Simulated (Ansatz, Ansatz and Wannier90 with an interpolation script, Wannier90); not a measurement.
## Settings in Wannier-interpolated G0W0: BiOBr (P4/nmm)

Wanted: errors and cost of interpolated bands of BiOBr (P4/nmm) under coarser or faulty settings.

Main program and level: Wannier90 4.0.3; maximally localised Wannier functions from the overlaps of LDA states (plane waves, PAW).

The database entry behind the starting cell differs from later determinations by our own check (0.1 to 0.3 % short, probably kX units), so it need not match the best structure at ambient conditions.

### Step 1. The starting structure

The structure is tetragonal, space group P4/nmm (No. 129). Conventional cell: a = 3.916 Å, b = 3.916 Å, c = 8.077 Å, α = 90.00°, β = 90.00°, γ = 90.00°. Nearest to Bi lie 4 O at 2.32 Å and 4 Br at 3.18 Å. Br has 4 Bi at 3.18 Å nearest. O has 4 Bi at 2.32 Å nearest. Farther neighbours and most contacts between anions are not listed.

The cell and positions come from the Crystallography Open Database and are kept as given unless a step says otherwise. Spin-orbit coupling is left out unless a step names it.

### Step 2. Wannier model on 8×8×4, by Wannier90

Localised functions give a small Hamiltonian that interpolates between mesh points at no cost.

Contents of w.win:

```
num_iter = 1200
conv_tol = 1.0e-8
conv_window = 5
dis_num_iter = 4000
dis_conv_tol = 1.0e-8
dis_mix_ratio = 0.7
write_hr = true
use_ws_distance = false
num_print_cycles = 50
! ansatz wannier90 interface
! projections by site (counted from 0) and shell: 0 6P, 1 6P, 2 4P, 3 4P, 4 2P, 5 2P
! states of the run's bands (counted from 1): 1-36
num_bands = 36
num_wann  = 18
dis_win_min = 1.91
dis_win_max = 15.33
dis_froz_min = 1.91
dis_froz_max = 12.33
guiding_centres = true

begin unit_cell_cart
Ang
                    3.916                      0.0                      0.0
                      0.0                    3.916                      0.0
                      0.0                      0.0                    8.077
end unit_cell_cart

begin atoms_frac
Bi                       0.0                      0.5                    0.154
Bi                       0.5                      0.0                    0.846
Br                       0.0                      0.5                    0.653
Br                       0.5                      0.0                    0.347
O                        0.0                      0.0                      0.0
O                        0.5                      0.5                      0.0
end atoms_frac

mp_grid = 8 8 4

[... the mesh's points ...]
```

Run with:

```console
$ OMP_NUM_THREADS=1 mpirun -n 8 wannier90.x w > wannier90.x.log
```

Numbers of over 12 decimals in the logs are rounded to 6 here.

Output:

```text
TEM
                                    ------

                              Lattice Vectors (Ang)
                    a_1     3.916000   0.000000   0.000000
                    a_2     0.000000   3.916000   0.000000
                    a_3     0.000000   0.000000   8.077000

                   Unit Cell Volume:     123.86125  (Ang^3)

                        Reciprocal-Space Vectors (Ang^-1)
                    b_1     1.604491   0.000000   0.000000
                    b_2     0.000000   1.604491   0.000000
                    b_3     0.000000   0.000000   0.777911

 *----------------------------------------------------------------------------*
 |   Site       Fractional Coordinate          Cartesian Coordinate (Ang)     |
 +----------------------------------------------------------------------------+
 | bi   1   0.00000   0.50000   0.15400   |    0.00000   1.95800   1.24386    |
 | bi   2   0.50000   0.00000   0.84600   |    1.95800   0.00000   6.83314    |
 | br   1   0.00000   0.50000   0.65300   |    0.00000   1.95800   5.27428    |
 | br   2   0.50000   0.00000   0.34700   |    1.95800   0.00000   2.80272    |
 | o    1   0.00000   0.00000   0.00000   |    0.00000   0.00000   0.00000    |
 | o    2   0.50000   0.50000   0.00000   |    1.95800   1.95800   0.00000    |
 *----------------------------------------------------------------------------*
                                ------------
                                K-POINT GRID
                                ------------

             Grid size =  8 x  8 x  4      Total points =  256

 *---------------------------------- MAIN ------------------------------------*
 |  Number of Wannier Functions               :                18             |
 |  Number of Objective Wannier Functions     :                18             |
 |  Number of input Bloch states              :                36             |
 |  Output verbosity (1=low, 5=high)          :                 1             |
 |  Timing Level (1=low, 5=high)              :                 1             |
 |  Optimisation (0=memory, 3=speed)          :                 3             |
 |  Length Unit                               :               Ang             |
 |  Post-processing setup (write *.nnkp)      :                 F             |
 |  Using Gamma-only branch of algorithms     :                 F             |
 *----------------------------------------------------------------------------*
 *------------------------------- WANNIERISE ---------------------------------*
 |  Total number of iterations                :              1200             |
 |  Number of CG steps before reset           :                 5             |
 |  Trial step length for line search         :             2.000             |
 |  Convergence tolerence                     :         0.100E-07             |
[...]
Final Omega_I    33.86662508 (Ang^2)

 +----------------------------------------------------------------------------+

 Writing checkpoint file w.chk... done

 *------------------------------- WANNIERISE ---------------------------------*
 +--------------------------------------------------------------------+<-- CONV
 | Iter  Delta Spread     RMS Gradient      Spread (Ang^2)      Time  |<-- CONV
 +--------------------------------------------------------------------+<-- CONV

 ------------------------------------------------------------------------------
 Initial State
  WF centre and spread    1  (  0.000000,  1.958000,  1.463377 )     2.87872266
  WF centre and spread    2  (  0.000000,  1.958000,  1.489327 )     2.99426293
  WF centre and spread    3  ( -0.000000,  1.958000,  1.489327 )     2.99426293
[...]
Sum of centres and spreads ( 17.622000, 17.622000, 48.462000 )    35.64965190

      0     0.356E+02     0.0000000000       35.6496519027       0.14  <-- CONV
        O_D=      0.1064143 O_OD=      1.6766125 O_TOT=     35.6496519 <-- SPRD
 ------------------------------------------------------------------------------
 Cycle:      1
[...]
Sum of centres and spreads ( 17.622000, 17.622000, 48.462000 )    35.48195454

      1    -0.168E+00     0.3041936527       35.4819545412       0.15  <-- CONV
        O_D=      0.1091300 O_OD=      1.5061995 O_TOT=     35.4819545 <-- SPRD
 Delta: O_D=  0.2715687E-02 O_OD= -0.1704130E+00 O_TOT= -0.1676974E+00 <-- DLTA
 ------------------------------------------------------------------------------

             <<<     Delta < 1.000E-08  over  5 iterations     >>>
             <<< Wannierisation convergence criteria satisfied >>>

 Final State
[...]
WF centre and spread   17  (  1.958000,  1.958000,  0.073741 )     1.29341481
  WF centre and spread   18  (  1.958000,  1.958000, -0.073741 )     1.29341481
  Sum of centres and spreads ( 17.622000, 17.622000, 48.462000 )    35.30495691

         Spreads (Ang^2)       Omega I      =    33.866625076
        ================       Omega D      =     0.105960706
                               Omega OD     =     1.332371125
    Final Spread (Ang^2)       Omega Total  =    35.304956907
 ------------------------------------------------------------------------------

 Writing checkpoint file w.chk... done

 *---------------------------------------------------------------------------*
 |                               PLOTTING                                    |
 *---------------------------------------------------------------------------*

 *===========================================================================*
 |                             TIMING INFORMATION                            |
 *===========================================================================*
 |    Tag                                                Ncalls      Time (s)|
 |---------------------------------------------------------------------------|
 |kmesh: get                                        :         1         0.059|
 |overlap: read                                     :         1         1.183|
 |dis: main                                         :         1         0.161|
 |wann: main                                        :         1         0.473|
 |plot: main                                        :         1         0.193|
 *---------------------------------------------------------------------------*
 All done: wannier90 exiting
```

Wall time 4.2 s (8 MPI ranks of Arm Neoverse V2, shared host).

Numbers from this step:

```
gauge-invariant spread     : 33.87 Å²
diagonal spread            : 0.1060 Å²
off-diagonal spread        : 1.332 Å²
total spread               : 35.30 Å²
disentanglement steps      : 20
r.m.s. interpolation error : 5.08e-4 eV
r.m.s. error near the gap  : 6.10e-4 eV
```

Near the gap the model misses directly solved bands by 0.6 meV r.m.s. and by 8 meV at most in the window tested. This tests the starting bands, not the corrections carried with them.

### Step 3. Wannier model on 8×8×4, by the program's own minimiser

This step: maximally localised Wannier functions, LDA, plane waves, PAW.

Contents of input.yaml:

```yaml
crystal:
  lattice:
    - [3.916, 0.0, 0.0]
    - [0.0, 3.916, 0.0]
    - [0.0, 0.0, 8.077]
  atoms:
    - { symbol: Bi, position: [0.0, 0.5, 0.154] }
    - { symbol: Bi, position: [0.5, 0.0, 0.846] }
    - { symbol: Br, position: [0.0, 0.5, 0.653] }
    - { symbol: Br, position: [0.5, 0.0, 0.347] }
    - { symbol: O, position: [0.0, 0.0, 0.0] }
    - { symbol: O, position: [0.5, 0.5, 0.0] }
kpoints:
  mp_grid: { grid: [4, 4, 2] }
hamiltonian:
  xc: lda
scf:
  occupations: { method: fixed }
  n_extra_bands: 65
output:
  wannier:
    kmesh: [8, 8, 4]
    projections:
      - { species: Bi, l: p, shell: 6 }
      - { species: Br, l: p, shell: 4 }
      - { species: O, l: p, shell: 2 }
    minimise: true
    write_hr: true
    seedname: w
    conv_tol: 1.0e-06
    max_iter: 20000
    stability_check: false
    disentanglement:
      window: [1.91, 15.33]
      frozen_window: [1.91, 12.33]
      conv_tol: 1.0e-08
```

Run with:

```console
$ ansatz run input.yaml --threads 8 --pin off --max-ram 18432MiB --backend cpu --events-out ev --progress --plain --runs-dir out
```

Output:

```text
scf.n_extra_bands = 65 over 28 filled bands (N_el = 56.0): the run solves 93 bands
Engine: ansatz 0.2.0, aarch64-unknown-linux-gnu
Pseudopotentials: kind: paw
Pseudopotential: Bi, paw, valence charge 15, recommended cutoff 420 eV (normal), Bi.paw.azcp
Pseudopotential: Br, paw, valence charge 7, recommended cutoff 420 eV (normal), Br.paw.azcp
Pseudopotential: O, paw, valence charge 6, recommended cutoff 420 eV (normal), O.paw.azcp
Functional definition: SPW92
  exchange = slater_x
  correlation = pw_c
Crystal: 6 atoms, lattice volume = 123.861 Å³
Basis set: ecut = 420 eV, 2419 PW (Γ)
Bands: 93, of which v1, the nominal top of the filled ones, is band 28 counted from 1 (27 counted from 0)
Symmetry: 16 space group operations
Space group: P4/nmm (ITA 129), of the structure as read, at distance tolerance 5.0e-5 Å
k-points: 12 of 32
Non-local potential: Bi, projectors of the file, l = 0: 2, l = 1: 2, l = 2: 2, l = 3: 2
Non-local potential: Br, projectors of the file, l = 0: 2, l = 1: 2, l = 2: 2
Non-local potential: O, projectors of the file, l = 0: 2, l = 1: 2, l = 2: 1
PAW form: soft (Blöchl's): semilocal exchange-correlation on the pseudo side does not see the compensation charge
PAW frozen core: Bi, regenerated for the run's functional, and the local potential with it (the file was generated under x = pbe(κ = 0.804, μ = 0.219515), c = pbe(β = 0.066725))
PAW frozen core: Br, regenerated for the run's functional, and the local potential with it (the file was generated under x = pbe(κ = 0.804, μ = 0.219515), c = pbe(β = 0.066725))
[...]
SCF 1 converged in 7 iterations: F = -30671.888215 eV  dr2 = 4.91e-8
[...]
NSCF: frozen V_eff on 49 k-points
the Wannier pass solved 49 of the 256 points of its mesh, and has the states at the others by symmetry: states obtained by the crystal's operations at points that were solved too leave a residual of 6.55e-13 eV (read by the count's bands and the next), within 6.67e-6 eV
SCF converged after 7 iterations
Free energy (F): -30671.888215 eV
Harris-Foulkes:  -30671.888215 eV  (|F-HF|=1.33e-8)
Internal energy: -30671.888215 eV  (E = F + TS)
E sigma→0 (E₀):  -30671.888215 eV
Fermi energy:    7.174528 eV
--- Per-component energies (eV) ---
  E_band       = -239.491040
  E_kinetic    = 1219.291852
  E_local      = -5452.942048  (includes V_loc(G=0)·N_el)
  E_nonlocal   = 1379.504724
  E_hartree    = 1989.924197
  E_xc         = -970.778546
  E_vxc        = -688.185433  (∫ρ·V_xc dr)
  E_paw        = -25321.059447  (= ΣΔE_a)
  E_vpaw       = -677.017900  (= ΣTr[D̂ρ^β])
  E_aug_tail   = 0.003956  (compensation charges beyond the density's cutoff)
  E_ewald      = -3516.430001
  E_core_change = 0.597096  (= ΣΔE_core)
  E_smearing   = -0.000000  (= −TS)
  E_closure    = 0.000000  (closes the sum)
  Σ components = -30671.888215   (vs F -30671.888215, Δ=0.00e0)
--- Band table (eV; the first three rows and the last of 12) ---
  k-point 0: bands = [... 24 lower, 6.2363, 6.5048, 6.5048, 6.5707, 9.5219, 10.4336, 12.1099, 12.1099, ... 61 higher]
  k-point 1: bands = [... 24 lower, 6.2999, 6.8204, 6.8204, 7.1241, 9.3334, 9.6154, 11.9342, 11.9342, ... 61 higher]
  k-point 2: bands = [... 24 lower, 6.6604, 6.7123, 6.9511, 7.1346, 11.0739, 11.3342, 11.3982, 11.8780, ... 61 higher]
  k-point 11: bands = [... 24 lower, 6.1493, 6.1493, 6.2251, 6.2251, 11.2205, 11.2205, 12.4909, 12.4909, ... 61 higher]
Wannier search: line search 1 of at most 20000: gauge-dependent spread (as the search counts it) 1.6153247 Å², largest recent change 1.7e-1 Å² against conv_tol 1.0e-6 Å², 0 stops escaped
```

The job ended after 11 s (8 threads; peak memory 1.4 GiB; 78 s of CPU time).

In the SCF lines HF is the Harris–Foulkes energy and dr2 the Hartree energy of the density residual, in eV; the loop may stop once dr2 is under the threshold and the program's other checks hold. Hψ counts applications of the Hamiltonian.

Numbers from this step:

```
gauge-invariant spread     : 33.87 Å²
diagonal spread            : 0.1060 Å²
off-diagonal spread        : 1.332 Å²
total spread               : 35.30 Å²
least projectability       : 0.4783
localisation steps         : 34
disentanglement steps      : 20
r.m.s. interpolation error : 5.08e-4 eV
r.m.s. error near the gap  : 6.10e-4 eV
```

Near the gap the model misses directly solved bands by 0.6 meV r.m.s. and by 8 meV at most in the window tested. This tests the starting bands, not the corrections carried with them.

Frozen up to 5.03 eV; above it the model need not follow the bands. The electronic bands at the labelled points (eV, zero at the valence-band top; v1 is the highest filled band, c1 the lowest empty one):

| point | v4 | v3 | v2 | v1 | c1 | c2 | c3 | c4 |
| --- | --- | --- | --- | --- | --- | --- | --- | --- |
| Γ | -1.06 | -0.79 | -0.79 | -0.72 | 2.23 | 3.14 | 4.82 | 4.82 |
| halfway | -0.63 | -0.58 | -0.34 | -0.16 | 3.78 | 4.04 | 4.10 | 4.58 |
| X | -0.55 | -0.55 | -0.16 | -0.16 | 4.22 | 4.22 | 4.75 | 4.75 |
| halfway | -0.97 | -0.97 | -0.97 | -0.97 | 3.91 | 3.91 | 4.82 | 4.82 |
| M | -1.07 | -1.07 | -0.80 | -0.80 | 3.23 | 3.23 | 4.97 | 4.97 |
| halfway | -0.88 | -0.52 | -0.39 | -0.37 | 3.34 | 4.37 | 4.73 | 4.77 |
| Γ | -1.06 | -0.79 | -0.79 | -0.72 | 2.23 | 3.14 | 4.82 | 4.82 |
| halfway | -1.10 | -0.60 | -0.60 | -0.45 | 2.10 | 2.77 | 4.73 | 4.73 |
| Z | -0.99 | -0.47 | -0.47 | -0.17 | 2.04 | 2.32 | 4.64 | 4.64 |
| halfway | -0.93 | -0.52 | -0.42 | -0.26 | 3.58 | 3.83 | 4.66 | 4.69 |
| R | -0.56 | -0.56 | -0.12 | -0.12 | 4.04 | 4.04 | 4.80 | 4.80 |
| halfway | -1.10 | -1.10 | -0.51 | -0.51 | 3.52 | 3.52 | 5.26 | 5.26 |
| A | -1.15 | -1.15 | -1.07 | -1.07 | 3.93 | 3.93 | 5.20 | 5.20 |
| halfway | -1.18 | -1.05 | -0.36 | -0.29 | 3.00 | 4.22 | 4.95 | 5.12 |
| Z | -0.99 | -0.47 | -0.47 | -0.17 | 2.04 | 2.32 | 4.64 | 4.64 |
| jump to X | -0.55 | -0.55 | -0.16 | -0.16 | 4.22 | 4.22 | 4.75 | 4.75 |
| halfway | -0.55 | -0.55 | -0.14 | -0.14 | 4.13 | 4.13 | 4.78 | 4.78 |
| R | -0.56 | -0.56 | -0.12 | -0.12 | 4.04 | 4.04 | 4.80 | 4.80 |
| jump to M | -1.07 | -1.07 | -0.80 | -0.80 | 3.23 | 3.23 | 4.97 | 4.97 |
| halfway | -1.07 | -1.07 | -0.97 | -0.97 | 3.55 | 3.55 | 5.09 | 5.09 |
| A | -1.15 | -1.15 | -1.07 | -1.07 | 3.93 | 3.93 | 5.20 | 5.20 |

The same for Kohn-Sham, solved directly:

| point | v4 | v3 | v2 | v1 | c1 | c2 | c3 | c4 |
| --- | --- | --- | --- | --- | --- | --- | --- | --- |
| Γ | -1.06 | -0.79 | -0.79 | -0.72 | 2.23 | 3.14 | 4.82 | 4.82 |
| X | -0.55 | -0.55 | -0.16 | -0.16 | 4.22 | 4.22 | 4.75 | 4.75 |
| M | -1.07 | -1.07 | -0.80 | -0.80 | 3.23 | 3.23 | 4.97 | 4.97 |
| Γ | -1.06 | -0.79 | -0.79 | -0.72 | 2.23 | 3.14 | 4.82 | 4.82 |
| Z | -0.99 | -0.47 | -0.47 | -0.17 | 2.04 | 2.32 | 4.64 | 4.64 |
| R | -0.56 | -0.56 | -0.12 | -0.12 | 4.04 | 4.04 | 4.80 | 4.80 |
| A | -1.15 | -1.15 | -1.07 | -1.07 | 3.93 | 3.93 | 5.20 | 5.20 |
| Z | -0.99 | -0.47 | -0.47 | -0.17 | 2.04 | 2.32 | 4.64 | 4.64 |
| X | -0.55 | -0.55 | -0.16 | -0.16 | 4.22 | 4.22 | 4.75 | 4.75 |
| R | -0.56 | -0.56 | -0.12 | -0.12 | 4.04 | 4.04 | 4.80 | 4.80 |
| M | -1.07 | -1.07 | -0.80 | -0.80 | 3.23 | 3.23 | 4.97 | 4.97 |
| A | -1.15 | -1.15 | -1.07 | -1.07 | 3.93 | 3.93 | 5.20 | 5.20 |

(Continued in part 2 of 2.)

[Paths, hosts, dates, memory and timing lines, banners, echoed tables and standing remarks are left out of the program output.]

[Logs are printed without paths, hosts, clocks, repeated set-up lines and the standing remarks that a program may print on its own settings, such as how far it seeks lower states.]

[Runs of the session that timed out or met a known fault of the program may be left out.]

[Hosts, paths, dates, database ids (printed as entryN), source tags and the programs' standing remarks are cut or masked in the printed files.]
